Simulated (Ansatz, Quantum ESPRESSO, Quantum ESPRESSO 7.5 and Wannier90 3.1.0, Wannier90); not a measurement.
**Ballistic channels from Wannier functions: straight Ag chain, spacing 2.66 Å**

Wanted: localised orbitals and the quantum conductance of this wire: straight Ag chain, spacing 2.66 Å.

Method: plane-wave DFT, LDA, GBRV ultrasoft pseudopotentials (cross-check by Ansatz 0.2.0 with PAW datasets), in Quantum ESPRESSO 7.5 and Wannier90 3.1.0.

**1. The structure**

The cell holds 1 atom: 1 Ag. Its edges and angles: a = 8.000 Å, b = 8.000 Å, c = 2.660 Å, α = 90.0°, β = 90.0°, γ = 90.0°. Vacuum lies along a and b. The structure's axis is c.

**2. Ground state**

Contents of scf.in:

```
&control
  prefix = 'scf'
  outdir = './out'
  pseudo_dir = './pseudo'
  calculation = 'scf'
  tprnfor = .true.
/
&system
  ibrav = 0
  nat = 1
  ntyp = 1
  ecutwfc = 34
  ecutrho = 170
  occupations = 'smearing'
  smearing = 'mv'
  degauss = 0.005
/
&electrons
  conv_thr = 1e-07
  mixing_beta = 0.4
  electron_maxstep = 120
  mixing_mode = 'local-TF'
/
ATOMIC_SPECIES
  Ag  107.8682  ag_lda_v1.4.uspp.F.UPF
CELL_PARAMETERS angstrom
  8.00000000000000 0.00000000000000 0.00000000000000
  0.00000000000000 8.00000000000000 0.00000000000000
  0.00000000000000 0.00000000000000 2.66000000000000
ATOMIC_POSITIONS crystal
  Ag  0.000000000000 0.000000000000 0.000000000000
K_POINTS automatic
  1 1 28 0 0 0
```

On the command line:

```sh
> OMP_NUM_THREADS=1 mpirun -n 2 pw.x -nk 2 -in scf.in > scf.out
```

The program printed:

```text
Program PWSCF v.7.5 starts
[citation notice left out]

     Parallel version (MPI & OpenMP), running on       2 processor cores
     Number of MPI processes:                 2
     Threads/MPI process:                     1

     MPI processes distributed on     1 nodes
[...]
Current dimensions of program PWSCF are:
     Max number of different atomic species (ntypx) = 10
     Max number of k-points (npk) =  40000
     Max angular momentum in pseudopotentials (lmaxx) =  4
     Message from routine setup:
     using ibrav=0 with symmetry is DISCOURAGED, use correct ibrav instead

     K-points division:     npool     =       2
     Subspace diagonalization in iterative solution of the eigenvalue problem:
     a serial algorithm will be used

     G-vector sticks info
     --------------------
     sticks:   dense  smooth     PW     G-vecs:    dense   smooth      PW
     Sum        3093    2469    757                42993    30855    5207

     Using Slab Decomposition

     bravais-lattice index     =            0
     lattice parameter (alat)  =      15.1178  a.u.
     unit-cell volume          =    1148.8365 (a.u.)^3
     number of atoms/cell      =            1
     number of atomic types    =            1
     number of electrons       =        19.00
     number of Kohn-Sham states=           14
     kinetic-energy cutoff     =      34.0000  Ry
     charge density cutoff     =     170.0000  Ry
     scf convergence threshold =      1.0E-07
     mixing beta               =       0.4000
     number of iterations used =            8  local-TF  mixing
     Exchange-correlation=  SLA  PZ   NOGX NOGC
                           (   1   1   0   0   0   0   0)

     celldm(1)=  15.117809  celldm(2)=   0.000000  celldm(3)=   0.000000
     celldm(4)=   0.000000  celldm(5)=   0.000000  celldm(6)=   0.000000

     crystal axes: (cart. coord. in units of alat)
               a(1) = (   1.000000   0.000000   0.000000 )
               a(2) = (   0.000000   1.000000   0.000000 )
               a(3) = (   0.000000   0.000000   0.332500 )

     reciprocal axes: (cart. coord. in units 2 pi/alat)
               b(1) = (  1.000000  0.000000  0.000000 )
               b(2) = (  0.000000  1.000000  0.000000 )
               b(3) = (  0.000000  0.000000  3.007519 )

     PseudoPot. # 1 for Ag read from file:
     ./pseudo/ag_lda_v1.4.uspp.F.UPF
     Pseudo is Ultrasoft + core correction, Zval = 19.0
     Generated by new atomic code, or converted to UPF format
     Using radial grid of  887 points,  6 beta functions with:
                l(1) =   0
                l(2) =   0
                l(3) =   1
                l(4) =   1
                l(5) =   2
                l(6) =   2
     Q(r) pseudized with  6 coefficients,  rinner =    1.300   1.300   1.300
                                                       1.300   1.300

     atomic species   valence    mass     pseudopotential
     Ag               19.00   107.86820     Ag( 1.00)

     16 Sym. Ops., with inversion, found

   Cartesian axes

     site n.     atom                  positions (alat units)
         1        Ag     tau(   1) = (   0.0000000   0.0000000   0.0000000  )

     number of k points=    15  Marzari-Vanderbilt smearing, width (Ry)=  0.0050
                       cart. coord. in units 2pi/alat
        k(    1) = (   0.0000000   0.0000000   0.0000000), wk =   0.0714286
        k(    2) = (   0.0000000   0.0000000   0.1074114), wk =   0.1428571
        k(    3) = (   0.0000000   0.0000000   0.2148228), wk =   0.1428571
        k(    4) = (   0.0000000   0.0000000   0.3222342), wk =   0.1428571
        k(    5) = (   0.0000000   0.0000000   0.4296455), wk =   0.1428571
        k(    6) = (   0.0000000   0.0000000   0.5370569), wk =   0.1428571
        k(    7) = (   0.0000000   0.0000000   0.6444683), wk =   0.1428571
        k(    8) = (   0.0000000   0.0000000   0.7518797), wk =   0.1428571
        k(    9) = (   0.0000000   0.0000000   0.8592911), wk =   0.1428571
        k(   10) = (   0.0000000   0.0000000   0.9667025), wk =   0.1428571
[...]
k(   15) = (   0.0000000   0.0000000  -1.5037594), wk =   0.0714286

     Dense  grid:    42993 G-vectors     FFT dimensions: (  64,  64,  24)

     Smooth grid:    30855 G-vectors     FFT dimensions: (  60,  60,  20)

     Estimated max dynamical RAM per process >      95.70 MB

     Estimated total dynamical RAM >     180.90 MB

     Initial potential from superposition of free atoms

     starting charge      18.5000, renormalised to      19.0000

     negative rho (up, down):  2.439E-03 0.000E+00
     Starting wfcs are   13 randomized atomic wfcs +    1 random wfcs

     total cpu time spent up to now is        0.4 secs

     per-process dynamical memory:    32.6 Mb

     Self-consistent Calculation

     iteration #  1     ecut=    34.00 Ry     beta= 0.40
     Davidson diagonalization with overlap
     ethr =  1.00E-02,  avg # of iterations =  6.9

     negative rho (up, down):  5.606E-02 0.000E+00

     total cpu time spent up to now is        1.2 secs

     total energy              =    -295.46691431 Ry
     estimated scf accuracy    <       2.20119330 Ry

     iteration #  2     ecut=    34.00 Ry     beta= 0.40
[...]
negative rho (up, down):  7.114E-02 0.000E+00

[...]
total energy              =    -295.55049373 Ry
     estimated scf accuracy    <       0.21453588 Ry

     iteration #  3     ecut=    34.00 Ry     beta= 0.40
[...]
negative rho (up, down):  7.027E-02 0.000E+00

[...]
total energy              =    -295.56278193 Ry
     estimated scf accuracy    <       0.03444087 Ry

     iteration #  4     ecut=    34.00 Ry     beta= 0.40
[...]
negative rho (up, down):  3.011E-02 0.000E+00

[...]
total energy              =    -295.55066732 Ry
     estimated scf accuracy    <       0.01519206 Ry

     iteration #  5     ecut=    34.00 Ry     beta= 0.40
[...]
negative rho (up, down):  2.839E-02 0.000E+00

[...]
total energy              =    -295.55506870 Ry
     estimated scf accuracy    <       0.00396897 Ry

     iteration #  6     ecut=    34.00 Ry     beta= 0.40
[...]
negative rho (up, down):  4.038E-03 0.000E+00

[...]
total energy              =    -295.55341537 Ry
     estimated scf accuracy    <       0.00197636 Ry

     iteration #  7     ecut=    34.00 Ry     beta= 0.40
[...]
negative rho (up, down):  1.508E-03 0.000E+00

[...]
total energy              =    -295.55354708 Ry
     estimated scf accuracy    <       0.00070265 Ry

     iteration #  8     ecut=    34.00 Ry     beta= 0.40
[...]
negative rho (up, down):  8.933E-04 0.000E+00

[...]
total energy              =    -295.55366755 Ry
     estimated scf accuracy    <       0.00002168 Ry

     iteration #  9     ecut=    34.00 Ry     beta= 0.40
[...]
negative rho (up, down):  9.794E-04 0.000E+00

[...]
total energy              =    -295.55366944 Ry
     estimated scf accuracy    <       0.00000631 Ry

     iteration # 10     ecut=    34.00 Ry     beta= 0.40
[...]
negative rho (up, down):  1.053E-03 0.000E+00

[...]
total energy              =    -295.55366951 Ry
     estimated scf accuracy    <       0.00000192 Ry

     iteration # 11     ecut=    34.00 Ry     beta= 0.40
[...]
negative rho (up, down):  1.035E-03 0.000E+00

[...]
End of self-consistent calculation

          k = 0.0000 0.0000 0.0000 (  3861 PWs)   bands (ev):

   -93.3958 -56.9365 -56.9300 -56.9300  -7.8767  -5.9878  -5.9867  -5.1176
    -5.1176  -4.3783   0.0502   0.0502   1.6856   2.8197

          k = 0.0000 0.0000 0.1074 (  3857 PWs)   bands (ev):

   -93.3955 -56.9394 -56.9298 -56.9298  -7.8393  -5.9839  -5.9828  -5.1463
    -5.1463  -4.3590   0.0920   0.0921   1.7117   2.8458

          k = 0.0000 0.0000 0.2148 (  3849 PWs)   bands (ev):

   -93.3948 -56.9478 -56.9290 -56.9290  -7.7284  -5.9723  -5.9713  -5.2289
    -5.2289  -4.3008   0.2152   0.2152   1.7899   2.9244

          k = 0.0000 0.0000 0.3222 (  3853 PWs)   bands (ev):

   -93.3936 -56.9614 -56.9278 -56.9278  -7.5480  -5.9535  -5.9526  -5.3566
    -5.3566  -4.2022   0.4129   0.4129   1.9202   3.0553

          k = 0.0000 0.0000 0.4296 (  3861 PWs)   bands (ev):

   -93.3921 -56.9793 -56.9262 -56.9262  -7.3049  -5.9285  -5.9276  -5.5170
    -5.5170  -4.0603   0.6768   0.6768   2.1029   3.2387

          k = 0.0000 0.0000 0.5371 (  3825 PWs)   bands (ev):

   -93.3903 -57.0008 -56.9242 -56.9242  -7.0101  -5.8984  -5.8976  -5.6976
    -5.6976  -3.8704   0.9987   0.9987   2.3381   3.4747

[...]
the Fermi energy is    -3.3029 ev

!    total energy              =    -295.55366982 Ry
     estimated scf accuracy    <       0.00000001 Ry
     smearing contrib. (-TS)   =      -0.00011721 Ry
     internal energy E=F+TS    =    -295.55355261 Ry

     The total energy is F=E-TS. E is the sum of the following terms:
     one-electron contribution =    -433.44235933 Ry
     hartree contribution      =     213.08169172 Ry
     xc contribution           =     -28.46176588 Ry
     ewald contribution        =     -46.73111913 Ry

     convergence has been achieved in  11 iterations

     negative rho (up, down):  1.035E-03 0.000E+00

     Forces acting on atoms (cartesian axes, Ry/au):

     atom    1 type  1   force =     0.00000000    0.00000000    0.00000000

     Total force =     0.000000     Total SCF correction =     0.000000

[...]
=------------------------------------------------------------------------------=
   JOB DONE.
=------------------------------------------------------------------------------=
```

Elapsed: 7.8 s, on 2 MPI ranks of Arm Neoverse V2, shared host; peak memory 0.16 GiB; 15 s of CPU time.

This step gave:

| Property | Result |
| --- | --- |
| free energy | -4021.2125 eV |
| Fermi energy | -3.303 eV |

The program's own clock; routines nest. Time by routine:

```csv
routine,wall time (s),calls
PWSCF,7.25,1
electrons,6.72,1
c_bands,3.43,11
cegterg,3.16,88
h_psi,2.59,317
fftw,2.52,7258
vloc_psi,2.39,317
sum_band,1.31,11
mix_rho,1.26,11
newd,0.71,12
ffts,0.58,1185
init_run,0.35,1
calbec,0.14,437
wfcinit,0.13,1
```

The run needed 11 iterations to bring the estimated error under 1e-07 Ry.

**3. Full uniform mesh without symmetry**

Wannier90 needs the states on a whole uniform mesh, listed point by point, without symmetry.

Contents of nscf.in:

```
&control
  prefix = 'nscf'
  outdir = './out'
  pseudo_dir = './pseudo'
  calculation = 'nscf'
/
&system
  ibrav = 0
  nat = 1
  ntyp = 1
  ecutwfc = 34
  ecutrho = 170
  occupations = 'smearing'
  smearing = 'mv'
  degauss = 0.005
  nosym = .true.
  noinv = .true.
  nbnd = 21
/
&electrons
  conv_thr = 1e-09
  mixing_beta = 0.4
  electron_maxstep = 120
  mixing_mode = 'local-TF'
  diago_full_acc = .true.
/
ATOMIC_SPECIES
  Ag  107.8682  ag_lda_v1.4.uspp.F.UPF
CELL_PARAMETERS angstrom
  8.00000000000000 0.00000000000000 0.00000000000000
  0.00000000000000 8.00000000000000 0.00000000000000
  0.00000000000000 0.00000000000000 2.66000000000000
ATOMIC_POSITIONS crystal
  Ag  0.000000000000 0.000000000000 0.000000000000
K_POINTS crystal
14
  0.0000000000 0.0000000000 0.0000000000 0.0714285714
  0.0000000000 0.0000000000 0.0714285714 0.0714285714
  0.0000000000 0.0000000000 0.1428571429 0.0714285714
  0.0000000000 0.0000000000 0.2142857143 0.0714285714
  0.0000000000 0.0000000000 0.2857142857 0.0714285714
  0.0000000000 0.0000000000 0.3571428571 0.0714285714
  0.0000000000 0.0000000000 0.4285714286 0.0714285714
  0.0000000000 0.0000000000 0.5000000000 0.0714285714
  0.0000000000 0.0000000000 0.5714285714 0.0714285714
  0.0000000000 0.0000000000 0.6428571429 0.0714285714
  0.0000000000 0.0000000000 0.7142857143 0.0714285714
  0.0000000000 0.0000000000 0.7857142857 0.0714285714
  0.0000000000 0.0000000000 0.8571428571 0.0714285714
  0.0000000000 0.0000000000 0.9285714286 0.0714285714
```

On the command line:

```sh
> cp -r out/scf.save out/nscf.save
> cp out/scf.xml out/nscf.xml
> OMP_NUM_THREADS=1 mpirun -n 2 pw.x -nk 1 -in nscf.in > nscf.out
```

The program printed:

```text
[banner, memory and clock lines left out]
Program PWSCF v.7.5 starts
[citation notice left out]

[...]
bravais-lattice index     =            0
     lattice parameter (alat)  =      15.1178  a.u.
     unit-cell volume          =    1148.8365 (a.u.)^3
     number of atoms/cell      =            1
     number of atomic types    =            1
     number of electrons       =        19.00
     number of Kohn-Sham states=           21
     kinetic-energy cutoff     =      34.0000  Ry
     charge density cutoff     =     170.0000  Ry
     Exchange-correlation=  SLA  PZ   NOGX NOGC
                           (   1   1   0   0   0   0   0)

[...]
PseudoPot. # 1 for Ag read from file:
     ./pseudo/ag_lda_v1.4.uspp.F.UPF
     Pseudo is Ultrasoft + core correction, Zval = 19.0
     Generated by new atomic code, or converted to UPF format
     Using radial grid of  887 points,  6 beta functions with:
                l(1) =   0
                l(2) =   0
                l(3) =   1
                l(4) =   1
                l(5) =   2
                l(6) =   2
     Q(r) pseudized with  6 coefficients,  rinner =    1.300   1.300   1.300
                                                       1.300   1.300

     atomic species   valence    mass     pseudopotential
     Ag               19.00   107.86820     Ag( 1.00)

     No symmetry found

[...]
number of k points=    14  Marzari-Vanderbilt smearing, width (Ry)=  0.0050
[...]
Dense  grid:    42993 G-vectors     FFT dimensions: (  64,  64,  24)

     Smooth grid:    30855 G-vectors     FFT dimensions: (  60,  60,  20)

     The potential is recalculated from file :
     ./out/nscf.save/charge-density

     negative rho (up, down):  1.035E-03 0.000E+00
     Starting wfcs are   13 randomized atomic wfcs +    8 random wfcs

     Band Structure Calculation
     Davidson diagonalization with overlap

     ethr =  5.26E-12,  avg # of iterations = 39.6

     End of band structure calculation

          k = 0.0000 0.0000 0.0000 (  3861 PWs)   bands (ev):

   -93.3941 -56.9348 -56.9286 -56.9286  -7.8754  -5.9868  -5.9857  -5.1163
    -5.1163  -4.3777   0.0505   0.0505   1.6862   2.8215   4.5001   4.5001
     4.5590   4.9183   7.9342   7.9342   8.9006

          k = 0.0000 0.0000 0.2148 (  3849 PWs)   bands (ev):

   -93.3931 -56.9461 -56.9276 -56.9276  -7.7271  -5.9712  -5.9702  -5.2276
    -5.2276  -4.3002   0.2156   0.2156   1.7904   2.9262   4.6165   4.6165
     4.6592   5.0230   8.0639   8.0639   8.9928

[...]
the Fermi energy is    -3.2698 ev
     (compare with:    -3.3029 eV, computed in scf)

[...]
```

Wall time 5.4 s (2 MPI ranks); peak memory 0.11 GiB; 11 s of CPU time.

Read from the output:

| Quantity | Value |
| --- | --- |
| Fermi energy | -3.270 eV |

The program's own clock; routines nest. Time by routine:

```csv
routine,wall time (s),calls
PWSCF,4.84,1
electrons,4.6,1
c_bands,4.6,1
cegterg,4.39,33
h_psi,3.18,602
vloc_psi,2.97,602
fftw,2.7,11022
cdiaghg,0.22,569
init_run,0.15,1
h_psi:calbec,0.1,602
calbec,0.1,602
add_vuspsi,0.09,602
s_psi,0.08,602
hinit0,0.06,1
```

(Part 1 of 5 ends here.)

[Logs are printed without paths, hosts, clocks, repeated set-up lines and the standing remarks that a program may print on its own settings, such as how far it seeks lower states.]

[Hosts, paths, dates, database ids (printed as entryN), source tags and the programs' standing remarks are cut or masked in the printed files.]

[Maps of the electrostatic potential energy from Ansatz leave out the sawtooth potential of an applied field or a dipole correction, so their vacuum need not be flat; planar profiles and work functions include it.]
